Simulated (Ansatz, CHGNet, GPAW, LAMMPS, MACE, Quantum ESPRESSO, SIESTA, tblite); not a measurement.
# Which run comes nearest? Amorphous 29Ga2O3-71GeO2 (mol %) (86 atoms)

Density of this cell: 4.62 g/cm³. The cell holds 86 atoms: 14 Ga, 17 Ge and 55 O. Its edges and angles: a = 10.359 Å, b = 10.359 Å, c = 10.359 Å, α = 90.0°, β = 90.0°, γ = 90.0°. 86 atoms (14 Fe, 17 Ge, 55 O) placed at random at 4.41 g/cm³, melted at 5000 K for 10 ps at fixed volume with the Morse and Coulomb pair potential with partial charges (Pedone, Malavasi, Menziani, Cormack and Segre, J. Phys. Chem. B 110, 11780 (2006)). Quenched from 5000 K to 300 K at 100 K/ps and fixed volume, held 5 ps, then minimised at fixed cell. Then Fe was replaced by Ga and the cell scaled by 1.006 (the potential has no terms for the new elements, so the cell is a start for a DFT relaxation).

Geometry: as built.

The reference, a calculation:

| Property | Result |
| --- | --- |
| method | Kohn-Sham DFT, PBE, SSSP efficiency 1.3.0 pseudopotentials, plane waves (Quantum ESPRESSO 7.5); sssp-pbe-1.3.0-efficiency, cutoffs 60/480 Ry, Γ point |
| r.m.s. force component | 0.8774 eV/Å |
| longest force | 2.829 eV/Å |
| pressure | -2.5 GPa |
| gap (highest filled to lowest empty level) | 0.6447 eV |
| time | 5.7 min on 4 MPI ranks of Arm Neoverse V1, shared host |
| CPU time | 23 min |

Runs, in no order:
A. GPAW PBE, LCAO szp(dzp), h 0.18 Å: Kohn-Sham DFT, PBE, PAW, atomic orbitals (szp(dzp))
B. CHGNet r2SCAN potential: machine-learned interatomic potential CHGNet r2SCAN, trained on r2SCAN plane-wave data
C. MACE MPA-0 medium potential: machine-learned interatomic potential MACE MPA-0 medium, trained on PBE(+U) plane-wave data
D. GPAW PBE, LCAO sz(dzp), h 0.18 Å: Kohn-Sham DFT, PBE, PAW, atomic orbitals (sz(dzp))

**Question.** Rank the runs by how far their forces lie from the reference's, least first.

C, B, A, D.

```csv
run,"Δ force, r.m.s. (meV/Å)",share of r.m.s. force (%),CPU time
C. MACE MPA-0 medium potential,81.2,9.26,7.3 s
B. CHGNet r2SCAN potential,306,34.8,3.2 s
"A. GPAW PBE, LCAO szp(dzp), h 0.18 Å",458,52.2,2.6 min
"D. GPAW PBE, LCAO sz(dzp), h 0.18 Å",657,74.9,67 s
```

Machine-learned potentials mimic data converged in k, so the reference's own k-point error enters their differences. The network of bonds at the start is that of the classical potential that made the cell, and needn't be the one that DFT or experiment would give. The electronic-structure runs sample only Γ, in a cell whose shortest periodic width is 10 Å.

[Logs are printed without paths, hosts, clocks, repeated set-up lines and the standing remarks that a program may print on its own settings, such as how far it seeks lower states.]

[Hosts, paths, dates, database ids (printed as entryN), source tags and the programs' standing remarks are cut or masked in the printed files.]
